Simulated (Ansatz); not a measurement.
# NaGeF3 (model cell, started as cubic perovskite with Ge in the octahedra): phonons and vibrational spectra, part 2 of 2

Aim: the vibrations of NaGeF3 (model cell, started as cubic perovskite with Ge in the octahedra), their spectra, and whether the structure is stable.

Ansatz 0.2.0; DFT PBEsol, scalar-relativistic, plane waves, PAW; PAW set soft_1.

So far. Step 5 (Relaxing to small forces for the phonons, k-mesh …): The forces vanish by symmetry and the pressure is -0.010 GPa, within the tolerances set. The cell now holds 16.36 Å³/atom. Step 6 (Zone-centre response): Before it was imposed, the acoustic sum rule was missed by 2.9e-4 eV/Å² and the charge sum rule by 0.0013 e. Small misses are needed for a sound result but don't prove that mesh and cutoff are converged. The relaxed cell has a = 4.341 Å (conventional setting).

The structure was built from a prototype and need not be the compound's stable phase.

**7. The dispersion**

Stability and thermal properties need the whole zone. Linear response on a 2×2×2 q mesh gives force constants as far as a supercell of that size would, and the tensors from the zone-centre run are typed in so that the long-range dipole term is interpolated apart.

Contents of input.yaml:

```yaml
crystal:
  lattice:
    - [4.3407137908, 0.0, 0.0]
    - [0.0, 4.3407137908, 0.0]
    - [0.0, 0.0, 4.3407137908]
  atoms:
    - { symbol: Na, position: [0.0, 0.0, 0.0] }
    - { symbol: Ge, position: [0.5, 0.5, 0.5] }
    - { symbol: F, position: [0.5, 0.5, 0.0] }
    - { symbol: F, position: [0.5, 0.0, 0.5] }
    - { symbol: F, position: [0.0, 0.5, 0.5] }
kpoints:
  mp_grid: { grid: [12, 12, 12] }
hamiltonian:
  xc: pbesol
  pseudopotentials: { kind: paw, azcp: { folder: soft_1 }, xc_functional: pbe }
scf:
  occupations: { method: fixed }
output:
  eigenvalues: true
phonons:
  method: dfpt
  qmesh: [2, 2, 2]
  temperatures: { t_max: 1000, t_step: 50 }
  qpath:
    path:
      - [[0.0, 0.0, 0.0], [0.0, 0.5, 0.0], [0.5, 0.5, 0.0], [0.0, 0.0, 0.0], [0.5, 0.5, 0.5], [0.0, 0.5, 0.0]]
      - [[0.5, 0.5, 0.5], [0.5, 0.5, 0.0]]
    npoints: 10
  non_analytic_term:
    high_frequency_dielectric_tensor: [[3.6621, 0.0, 0.0], [0.0, 3.6621, 0.0], [0.0, 0.0, 3.6621]]
    born_effective_charges:
      - { species: Na, tensor: [[1.2203, 0.0, 0.0], [0.0, 1.2203, 0.0], [0.0, 0.0, 1.2203]] }
      - { species: Ge, tensor: [[3.677, 0.0, 0.0], [0.0, 3.677, 0.0], [0.0, 0.0, 3.677]] }
      - { species: F, tensor: [[-0.4161, 0.0, 0.0], [0.0, -0.4161, 0.0], [0.0, 0.0, -4.0652]] }
      - { species: F, tensor: [[-0.4161, 0.0, 0.0], [0.0, -4.0652, 0.0], [0.0, 0.0, -0.4161]] }
      - { species: F, tensor: [[-4.0652, 0.0, 0.0], [0.0, -0.4161, 0.0], [0.0, 0.0, -0.4161]] }
    source: "zone-centre run at this cell"
```

Started as:

```bash
ansatz run input.yaml --threads 8 --pin off --max-ram 16384MiB --backend cpu --events-out ev --progress --plain --runs-dir out
```

Elapsed: 3.2 min, on 8 threads of Arm Neoverse V1, shared host; peak memory 1.9 GiB; 24 min of CPU time.

Numbers from this step:

| Property | Result |
| --- | --- |
| sum-rule residual before enforcement | 2.84e-4 eV/Å² |
| lowest frequency on the path | -237.6 cm⁻¹ |
| highest frequency on the path or at a solved wavevector | 418.4 cm⁻¹ |
| lowest mode on the q mesh (acoustic modes at Γ apart) | -237.6 cm⁻¹ |

Frequencies (cm⁻¹) solved at each irreducible wavevector; negative means imaginary. Frequencies by wavevector, by row:

```
q in reciprocal lattice units  star  mode 1  mode 2  mode 3  mode 4  mode 13  mode 14  mode 15
                        0 0 0     1  -237.6  -237.6  -237.6  -112.7    144.9    144.9    144.9
                     0 0 -0.5     3  -225.9  -225.9  -108.1  -108.1    112.6      255    395.2
                  0 -0.5 -0.5     3  -213.6  -123.1    -116    -116    245.7    297.6    408.5
               -0.5 -0.5 -0.5     1  -123.7  -123.7  -123.7  -111.3    297.2    297.2    418.4
```

Interpolated from a 2×2×2 q mesh, rough between the solved points, with the LO-TO term (at Γ the limit along the path; where Γ stands inside the path, tables give the limit on arrival). Phonon branches along the path, in cm⁻¹:

```
    point  branch 1  branch 2  branch 3  branch 4  branch 12  branch 13  branch 14  branch 15
        Γ      -238      -238      -167      -113        117        145        145        392
  halfway      -232      -232      -117      -110        134        134        186        394
        X      -226      -226      -108      -108        113        113        255        395
  halfway      -220      -119       -98       -98        184        192        250        395
        M      -214      -123      -116      -116        246        246        298        408
  halfway      -226      -136      -104       -90        144        179        198        378
        Γ      -238      -238      -167      -113        117        145        145        392
  halfway      -127      -127       -97       -96        181        192        192        366
        R      -124      -124      -124      -111        215        297        297        418
  halfway      -117      -113      -111      -104        191        205        242        392
        X      -226      -226      -108      -108        113        113        255        395
jump to R      -124      -124      -124      -111        215        297        297        418
  halfway      -123      -117      -117       -99        234        234        297        407
        M      -214      -123      -116      -116        246        246        298        408
```

Tetrahedra on a 14×14×14 mesh, mean over bins of 10 cm-1. Interpolated from a 2×2×2 q mesh, rough between the solved points. Phonon density of states against wavenumber; read off at these points:

```csv
wavenumber (cm⁻¹),phonon density of states (1/cm⁻¹/cell)
-235,0.00368
-215,0.0208
-195,0.00925
-165,0.00838
-145,0.0106
-125,0.0546
-105,0.142
-75,0.0355
-55,0.0477
-35,0.0254
-15,0.00694
15,0.00571
35,0.00926
55,0.0190
75,0.0288
105,0.0324
125,0.0378
135,0.0471
145,0.0451
165,0.0354
195,0.0188
215,0.0278
235,0.0302
245,0.0306
255,0.0115
285,0.00656
305,1.0e-5
325,1.0e-5
345,1.0e-5
375,0.0155
395,0.0385
415,9.0e-4
```

The partial phonon density of states has structure finer than the step of the table below, so its rows give means over 20 cm⁻¹, whole bins alone (the curve runs from -248 to 438 cm⁻¹). Peaks (cm⁻¹: height): F -208.8: 0.0189, -118.2: 0.0594, -53.4: 0.0371, 153.7: 0.0257, 235.7: 0.0124, 278.8: 0.00947, 391.0: 0.0364; Ge -53.4: 0.00351, 114.9: 0.0170, 136.4: 0.0200, 179.6: 0.0211, 240.0: 0.0236; Na -105.2: 0.0670.

Phonopy on the run's constants, 13x13x13 mesh, Gaussian sigma 4.9 cm-1. Interpolated from a 2×2×2 q mesh, rough between the solved points. The partial phonon density of states by wavenumber; means over each step; values in 1/cm⁻¹/cell:

| wavenumber (cm⁻¹) | F | Ge | Na |
| --- | --- | --- | --- |
| -220 | 0.0157 | 7.7e-4 | 4.0e-5 |
| -200 | 0.0131 | 6.6e-4 | 3.7e-5 |
| -180 | 0.00379 | 4.0e-4 | 5.3e-5 |
| -160 | 0.00828 | 9.0e-4 | 4.0e-4 |
| -140 | 0.0107 | 8.4e-4 | 0.00151 |
| -120 | 0.0486 | 8.7e-4 | 0.0223 |
| -100 | 0.0445 | 0.00155 | 0.0491 |
| -80 | 0.0245 | 0.00181 | 0.0169 |
| -60 | 0.0280 | 0.00267 | 0.0120 |
| -40 | 0.0255 | 0.00241 | 0.00526 |
| -20 | 0.00601 | 5.0e-4 | 9.4e-4 |
| 0 | 8.5e-4 | 2.7e-4 | 1.8e-4 |
| 20 | 0.00343 | 0.00146 | 9.2e-4 |
| 40 | 0.00590 | 0.00326 | 0.00218 |
| 60 | 0.0134 | 0.00506 | 0.00440 |
| 80 | 0.0171 | 0.00508 | 0.00563 |
| 100 | 0.0194 | 0.0100 | 0.00528 |
| 120 | 0.0186 | 0.0152 | 0.00355 |
| 140 | 0.0233 | 0.0157 | 0.00523 |
| 160 | 0.0223 | 0.0100 | 0.00474 |
| 180 | 0.0111 | 0.0154 | 0.00288 |
| 200 | 0.00413 | 0.00909 | 0.00153 |
| 220 | 0.00848 | 0.0177 | 0.00178 |
| 240 | 0.0104 | 0.0205 | 0.00178 |
| 260 | 0.00389 | 0.00402 | 2.4e-4 |
| 280 | 0.00723 | 2.7e-4 | 5.5e-6 |
| 300 | 0.00272 | 2.0e-5 | 0 |
| 320 | 4.3e-6 | 0 | 0 |
| 340 | 5.3e-7 | 0 | 0 |
| 360 | 0.00173 | 2.7e-4 | 8.3e-5 |
| 380 | 0.0210 | 0.00218 | 7.3e-4 |
| 400 | 0.0214 | 8.2e-4 | 3.4e-4 |
| 420 | 0.00136 | 8.0e-6 | 1.3e-6 |

Symmetry leaves 4 wavevectors to solve. The lowest mode among them, the acoustic zeros apart, lies at Γ and is imaginary, 237.6i cm⁻¹, so the energy falls along it.

**8. What came out**

```
space group after relaxation (within 0.01 Å)            : Pm-3m
volume per atom                                         : 16.4 Å³
gap on the k-mesh                                       : 1.30 eV
highest optical mode at the zone centre (no LO-TO term) : 145 cm⁻¹
top of the zone-centre spectrum with the field          : 391 cm⁻¹
lowest optical zone-centre mode                         : -238 cm⁻¹
mean high-frequency dielectric constant                 : 3.66
largest Born charge (third of the trace)                : 3.68 e
lowest mode on the q mesh (acoustic modes at Γ apart)   : -238 cm⁻¹
highest frequency on the path or at a solved wavevector : 418 cm⁻¹
imaginary modes on the 2×2×2 q mesh                     : yes
```

**Reading.** Modes are clearly imaginary (beyond 10i cm⁻¹) at 4 of the 4 irreducible wavevectors, most at Γ (237.6i cm⁻¹), so this structure is not a minimum of the energy. Without the field, the optical modes at Γ span -238 to 145 cm⁻¹ (negative means imaginary). The highest mode in this list at Γ, 144.9 cm⁻¹, has its largest share on Ge (47 % of the kinetic energy). With the macroscopic field of the longitudinal modes the top of the zone-centre spectrum lies at 391 cm⁻¹, against 145 cm⁻¹ without it. Among the real modes, the strongest infrared line is at 145 cm⁻¹. The q mesh stands for a supercell only 8.7 Å across, so branches between the solved wavevectors are rough. The PAW files were made for PBE and serve the other functionals too. The starting cell was built on a prototype and not taken from a measurement, so the phase need not exist. These are harmonic frequencies at zero temperature: anharmonic shifts, linewidths and thermal expansion are left out.

[Logs are printed without paths, hosts, clocks, repeated set-up lines and the standing remarks that a program may print on its own settings, such as how far it seeks lower states.]

[Hosts, paths, dates, database ids (printed as entryN), source tags and the programs' standing remarks are cut or masked in the printed files.]
